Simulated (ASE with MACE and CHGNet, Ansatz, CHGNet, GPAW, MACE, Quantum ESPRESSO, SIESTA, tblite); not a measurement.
# Machine-learned potentials on random packing of 71HfO2-29Hf3N4 (mol %) (71 atoms): settings against a plane-wave reference

Aim: run random packing of 71HfO2-29Hf3N4 (mol %) (71 atoms) in machine-learned potentials and see how near its forces come to a plane-wave reference, and at what cost.

Main program and level: ASE with MACE and CHGNet; the method is named at each step.

**1. The structure**

The cell holds 71 atoms: 27 Hf, 24 O and 20 N. Cell: a = 9.912 Å, b = 9.912 Å, c = 9.912 Å, α = 90.0°, β = 90.0°, γ = 90.0°. 71 atoms (27 Hf, 24 O, 20 N) packed at random in a cube at 9.35 g/cm³ and pushed apart as soft spheres, cations and anions kept from their own kind; a start for melting by ab initio MD, not an equilibrated structure. Then every atom was moved at random, 0.02 Å r.m.s. a Cartesian component.

The yardstick, on the same geometry:

* method: Kohn-Sham DFT, PBE, SSSP efficiency 1.3.0 pseudopotentials, plane waves (Quantum ESPRESSO 7.5); sssp-pbe-1.3.0-efficiency, cutoffs 60/480 Ry, Γ point
* r.m.s. force component: 2.336 eV/Å
* longest force: 8.896 eV/Å
* pressure: -12.9 GPa
* time: 7.6 min on 4 MPI ranks of Arm Neoverse V1, shared host
* CPU time: 30 min

**2. MACE MPA-0 medium potential**

Method: machine-learned interatomic potential MACE MPA-0 medium, trained on PBE(+U) plane-wave data.

Input file run.py:

```python
import numpy as np
from ase.io import read
import mlip  # loads the published weights by name

atoms = read("structure.xyz")
atoms.calc = mlip.calc("mace-mpa-0-medium")
energy = atoms.get_potential_energy()
forces = atoms.get_forces()
print(f"energy {energy:.6f} eV")
print("forces (eV/A)")
for i, (a, f) in enumerate(zip(atoms, forces)):
    print(f"{i:4d} {a.symbol:2s} {f[0]:10.5f} {f[1]:10.5f} {f[2]:10.5f}")
stress = -atoms.get_stress(voigt=False) * 160.21766
print("stress (GPa, compression positive)")
for row in stress:
    print(" ".join(f"{x:10.4f}" for x in row))
```

Input file structure.xyz:

```xyz
71
Lattice="9.91160 0.00000 0.00000 0.00000 9.91160 0.00000 0.00000 0.00000 9.91160" Properties=species:S:1:pos:R:3 pbc="T T T"
Hf 3.99576 2.82183 3.09965
Hf 3.18212 9.66579 0.80859
Hf 3.35458 0.40717 7.24151
Hf 5.77341 6.36929 7.15211
Hf 8.14159 7.65582 1.05182
Hf 3.27341 5.64951 7.75424
Hf 8.81131 7.18591 6.81958
Hf 9.00419 2.88319 3.28342
Hf 4.93072 0.04183 4.86679
Hf 7.55155 2.44579 6.46127
Hf 9.16734 9.83092 7.32913
Hf 5.04659 5.75398 2.50754
Hf 3.42168 7.60963 3.55747
Hf 6.51797 3.52328 2.55115
Hf 1.27612 1.39496 8.55579
Hf 2.71865 2.40911 0.76636
Hf 6.06778 8.87663 9.81288
Hf 5.40093 0.33927 2.22595
Hf 2.88467 2.34816 5.45247
Hf 2.35579 7.41645 9.53625
Hf 5.92327 3.24645 8.43884
Hf 3.10937 7.87506 6.26383
Hf 8.30880 3.41861 0.53770
Hf 7.89300 4.83428 7.70587
Hf 0.35028 5.99949 0.76904
Hf 9.21828 0.26286 3.26448
Hf 0.95915 8.20244 4.30946
O 7.83343 1.11833 1.39922
O 0.91831 3.40424 4.77739
O 8.62735 9.65737 9.74697
O 8.33298 5.39568 1.99729
O 4.16674 5.51828 5.42769
O 8.57710 8.67721 4.95045
O 7.23646 0.58637 5.00952
O 1.94347 6.17780 4.96809
O 0.74248 3.66709 0.76012
O 6.06808 2.49019 4.61306
O 8.13217 4.89296 4.23493
O 3.70733 2.41427 8.50584
O 6.53997 6.39586 4.24157
O 9.76233 3.01293 7.10592
O 5.49182 1.38782 6.91641
O 1.88073 0.11716 5.45881
O 4.27824 3.75075 6.77884
O 1.57644 7.44510 2.17114
O 6.57208 1.25659 9.52049
O 0.89769 9.45150 0.20220
O 1.12001 6.66862 7.53044
O 3.28411 0.06056 3.18916
O 6.96617 6.81819 9.11956
O 9.55637 7.52687 9.01272
N 0.53850 5.03133 2.96595
N 5.08534 2.37908 1.00454
N 8.67295 1.80778 8.73440
N 1.10197 1.55057 2.29414
N 6.38049 4.84301 0.21984
[... 11 atom lines left out ...]
N 0.19902 4.72268 8.63935
N 9.89257 5.28952 5.70730
N 9.45309 1.39516 5.43631
N 6.87042 8.79367 3.46529
```

On the command line:

```sh
$ OMP_NUM_THREADS=1 python run.py > output.txt
```

The log of the run:

```text
energy -544.326988 eV
forces (eV/A)
   0 Hf    0.57714    2.41281    0.13024
   1 Hf   -2.97381   -1.96656    1.18616
   2 Hf    2.74698   -0.28780    3.26920
   3 Hf    0.31447    3.04212   -2.70571
   4 Hf    1.23402    0.05100   -0.34229
   5 Hf   -2.65136   -7.82996   -0.78102
   6 Hf    2.03866   -0.69332   -0.99273
   7 Hf    6.37529    4.81051    4.17461
   8 Hf    3.71852    0.71376    2.33245
   9 Hf    0.85485   -5.31661   -5.20991
  10 Hf   -2.70850    1.94958    0.67361
  11 Hf   -1.30122    1.68745   -0.09628
  12 Hf    0.23121   -1.96387   -4.16704
  13 Hf   -0.42334   -0.05228    0.82874
  14 Hf   -3.09823    1.14996    1.16739
  15 Hf   -1.32511    5.16256   -0.73596
  16 Hf   -1.40651    0.68413   -5.73999
  17 Hf    3.28360    0.07858   -0.80571
  18 Hf   -4.19516    3.62248    3.72561
  19 Hf   -0.51347    3.61301   -0.61073
  20 Hf   -7.60761   -2.98080    3.11955
  21 Hf   -1.26648   -1.55764    2.29398
  22 Hf    2.06971   -0.94000   -2.61560
  23 Hf    5.42766    0.22933    0.31082
[...]
63 N     1.49865    2.32917   -1.85518
  64 N     2.97856   -0.68284   -1.65245
  65 N    -1.19196   -0.34883    1.49592
  66 N    -0.49851    2.10527    0.73735
  67 N    -2.23043    1.09544    0.81519
  68 N    -2.55647    2.10189    0.67682
  69 N    -1.62911    0.30166   -1.45989
  70 N    -1.71359    1.04393   -1.56199
stress (GPa, compression positive)
  -13.6493    -2.9914    -5.0270
   -2.9914   -10.4057     0.8419
   -5.0270     0.8419   -17.6462
```

Elapsed: 12 s, on 1 thread of Arm Neoverse V1, shared host; peak memory 0.96 GiB.

Banners, paths, timers and routine set-up lines are dropped from the logs unmarked, and long logs keep their key lines alone; longer cuts are marked.

Numbers from this run, and their distance from the reference:

| Property | Result |
| --- | --- |
| r.m.s. force component | 2.264 eV/Å |
| r.m.s. difference of force components | 429.2 meV/Å |
| longest difference of force vectors | 1549 meV/Å |
| force difference over r.m.s. force | 18.38 % |
| slope of forces against the reference's | 0.9529 |
| correlation of force components | 0.9831 |
| pressure | -13.9 GPa |
| pressure difference | -1.004 GPa |

Length of the force difference by element (eV/Å):

```tsv
element	atoms	mean	most
Hf	27	0.85	1.5
N	20	0.56	0.97
O	24	0.60	1.1
```

A closer look about N64, picked at random: 10 atoms, nearest first, numbered in the order of the input, with positions taken from that point.

```tsv
atom	x	y	z	distance (Å)	bonds	Fx	Fy	Fz (eV/Å)
N64	0.00	0.00	0.00	0.00	2	1.50	2.33	-1.86
O31	-0.63	-1.79	-1.27	2.28	4	0.85	-0.32	-3.29
O33	-0.38	1.49	1.69	2.28	4	4.86	-0.79	2.17
Hf27	1.91	1.02	1.04	2.40	5	-3.86	-2.24	-0.40
Hf5	-0.82	0.47	-2.21	2.41	5	1.23	0.05	-0.34
O38	-0.83	-2.29	0.97	2.62	2	0.53	-3.51	0.12
N52	1.49	-2.15	-0.30	2.64	2	-0.19	-0.41	-0.44
N71	-2.09	1.61	0.20	2.64	3	-1.71	1.04	-1.56
O40	-2.42	-0.79	0.98	2.72	1	-2.02	0.04	-1.90
O45	2.53	0.26	-1.09	2.77	4	1.05	0.57	-0.38
```

Atoms are counted from 1 here, from 0 in the log.

Forces lie 18 % from the reference's, at 0.0063 times its CPU time (on 1 against 4 cores).

**3. MACE MP-0b2 small potential**

Method: machine-learned interatomic potential MACE MP-0b2 small, trained on PBE(+U) plane-wave data.

run.py, as its differences from that of step 2:

```diff
@@ -5,3 +5,3 @@
 atoms = read("structure.xyz")
-atoms.calc = mlip.calc("mace-mpa-0-medium")
+atoms.calc = mlip.calc("mace-mp-0b2-small")
 energy = atoms.get_potential_energy()
```

structure.xyz is that of step 2.

The log of the run:

```text
energy -543.079923 eV
forces (eV/A)
   0 Hf   -0.57511    2.24306    0.59982
   1 Hf   -3.35585   -1.98118    1.45529
   2 Hf    2.47830    0.11021    4.29663
   3 Hf   -0.53903    2.59402   -1.79153
   4 Hf    1.12398   -0.59431    0.78827
   5 Hf   -2.14536   -6.29984   -0.77777
   6 Hf    2.69636   -0.36265   -0.37070
   7 Hf    5.56746    3.14287    3.58570
   8 Hf    6.01500    0.86007    1.38083
   9 Hf    0.55110   -3.62095   -5.12935
  10 Hf   -2.14288    1.61698    0.80477
  11 Hf   -0.10925    2.33416   -1.49837
  12 Hf   -0.85359   -3.29847   -4.25401
  13 Hf   -0.17738   -0.01577    0.78886
  14 Hf   -2.45804    2.16076    0.30319
  15 Hf   -0.63830    5.10419   -1.31884
  16 Hf   -0.26064    0.02806   -6.53776
  17 Hf    4.04175    0.59063   -0.74981
  18 Hf   -4.75761    4.29238    2.81939
  19 Hf   -0.70579    2.53998   -1.76171
  20 Hf   -7.18973   -3.58796    2.65961
  21 Hf   -1.88684   -2.71023    2.95969
  22 Hf    2.67698   -1.32868   -2.97446
  23 Hf    6.08825    1.00096    0.96061
[...]
63 N     1.98033    3.28245   -2.07361
  64 N     2.55566   -0.91338   -1.73346
  65 N    -2.06635   -1.15263    2.58160
  66 N    -0.88402    2.46252    1.83373
  67 N    -3.31191    1.25743    2.21853
  68 N    -3.08230    0.94554    1.75850
  69 N    -1.87797   -0.13904   -0.76683
  70 N    -2.48928    2.22057   -3.24745
stress (GPa, compression positive)
  -11.7664    -3.5077    -5.2103
   -3.5077    -9.7242     0.5181
   -5.2103     0.5181   -14.3806
```

The job ended after 8.2 s (1 thread; peak memory 0.67 GiB).

Compared with the plane-wave run:

* r.m.s. force component: 2.451 eV/Å
* r.m.s. difference of force components: 635 meV/Å
* longest difference of force vectors: 2275 meV/Å
* force difference over r.m.s. force: 27.19 %
* slope of forces against the reference's: 1.014
* correlation of force components: 0.966
* pressure: -11.96 GPa
* pressure difference: 0.9396 GPa

Against the first run (18 %), the force difference from the reference is 27 %, at 0.71 times the CPU time.

**4. CHGNet 0.3.0 potential**

Method: machine-learned interatomic potential CHGNet 0.3.0, trained on PBE(+U) plane-wave data.

run.py, as its differences from that of step 3:

```diff
@@ -5,3 +5,3 @@
 atoms = read("structure.xyz")
-atoms.calc = mlip.calc("mace-mp-0b2-small")
+atoms.calc = mlip.calc("chgnet-0.3.0")
 energy = atoms.get_potential_energy()
```

structure.xyz is that of step 3.

The log of the run:

```text
CHGNet v0.3.0 initialized with 412,525 parameters
CHGNet will run on cpu
energy -570.622742 eV
forces (eV/A)
   0 Hf    0.02553    1.42637   -0.17827
   1 Hf   -2.55612   -1.52613    1.92160
   2 Hf    3.45564   -0.34704    4.23019
   3 Hf    0.53799    4.41422   -2.62160
   4 Hf    0.94308    0.27699    0.94215
   5 Hf   -3.03677   -8.31885   -0.94887
   6 Hf    3.11323   -0.22916   -1.56027
   7 Hf    7.06215    6.02123    5.20570
   8 Hf    5.87631    0.57201    1.68137
   9 Hf    1.07496   -4.94540   -6.20826
  10 Hf   -2.57787    2.25369    1.15099
  11 Hf   -0.36284    2.45017   -1.43264
  12 Hf    0.11138   -0.44392   -4.27196
  13 Hf   -0.53649   -1.23118    0.84405
  14 Hf   -4.31215    1.85493    0.42861
  15 Hf   -0.61029    6.32129   -1.34342
  16 Hf   -1.19697    0.32121   -7.00749
  17 Hf    3.06177    0.43887   -0.17190
  18 Hf   -5.61239    4.90670    3.20187
  19 Hf   -0.05474    2.67022   -1.53699
  20 Hf   -8.91824   -4.43618    4.00061
  21 Hf   -1.88106   -1.36789    1.73664
  22 Hf    2.98858   -1.26350   -3.50188
  23 Hf    6.12350    0.70227    1.60407
[...]
63 N     1.98541    2.98578   -1.89944
  64 N     3.67766   -0.47687   -1.79796
  65 N    -2.09134   -1.69636    2.47563
  66 N    -0.24405    1.21300    1.41486
  67 N    -2.84894    1.08337    1.70676
  68 N    -2.27951    1.38653    0.80178
  69 N    -2.12806   -0.85124   -0.94478
  70 N    -1.85390    2.25728   -3.29058
stress (GPa, compression positive)
  -17.3317    -2.9175    -6.2617
   -2.9175   -15.3348     0.9460
   -6.2617     0.9460   -21.8185
```

Run time: 5 s. Hardware: 1 thread; peak memory 1.1 GiB.

Compared with the plane-wave run:

```yaml
r_m_s_force_component: 2.619 eV/Å
r_m_s_difference_of_force_components: 643.1 meV/Å
longest_difference_of_force_vectors: 2502 meV/Å
force_difference_over_r_m_s_force: 27.53 %
slope_of_forces_against_the_reference_s: 1.091
correlation_of_force_components: 0.9727
pressure: -18.16 GPa
pressure_difference: -5.265 GPa
```

Against the first run (18 %), the force difference from the reference is 28 %, at 0.43 times the CPU time.

**5. All runs compared**

Differences are against the plane-wave reference, forces as r.m.s. over components; share is that over the reference's r.m.s. force, slope the least-squares factor from reference forces to these. Total energies of different programs have different zeros and aren't compared.

```tsv
run	Δ force, r.m.s. (meV/Å)	share (%)	slope	Δ pressure (GPa)	cores	CPU time	memory (GiB)
reference	-	-	-	-	4	30 min	2.5
MACE MPA-0 medium potential	429	18.4	0.953	-1.00	1	12 s	0.96
MACE MP-0b2 small potential	635	27.2	1.014	0.940	1	8.2 s	0.67
CHGNet 0.3.0 potential	643	27.5	1.091	-5.26	1	5 s	1.1
```

Times of the machine-learned potentials are mostly Python's start and the loading of weights.

CPU time is summed over cores on a shared host, where runs went side by side, so it is rough. Symmetry, cutoffs, thresholds, outputs and thread counts weren't matched or tuned between programs; memory under MPI is the largest rank's times the ranks.

**6. What came out**

| Property | Result |
| --- | --- |
| nearest in forces | MACE MPA-0 medium potential, 18 % |
| its CPU time | 12 s |

**Reading.** Machine-learned potentials differ by 18 % (MACE MPA-0 medium potential) to 28 % (CHGNet 0.3.0 potential); they were trained on other programs' data. The reference's pressure holds the uncorrected Pulay stress of its 60 Ry basis, so small pressure differences, and their order, may be the reference's own error. Machine-learned potentials mimic data converged in k, so the reference's own k-point error enters their differences. The reference's stress is far from hydrostatic: its diagonal is -13.1, -9.2, -16.3 GPa, compression counted positive. The reference's pressure of -13 GPa belongs to a cell and atoms that aren't relaxed at this level. The electronic-structure runs sample only Γ, in a cell whose shortest periodic width is 10 Å, which is coarse for a cell with partly filled levels. Spin–orbit coupling is left out, which matters for the levels of the heavy elements.

[Also dropped from logs without a mark: logging warnings of Python, and SIESTA's first energy breakdown and zero terms.]

[Logs are printed without paths, hosts, clocks, repeated set-up lines and the standing remarks that a program may print on its own settings, such as how far it seeks lower states.]

[Hosts, paths, dates, database ids (printed as entryN), source tags and the programs' standing remarks are cut or masked in the printed files.]
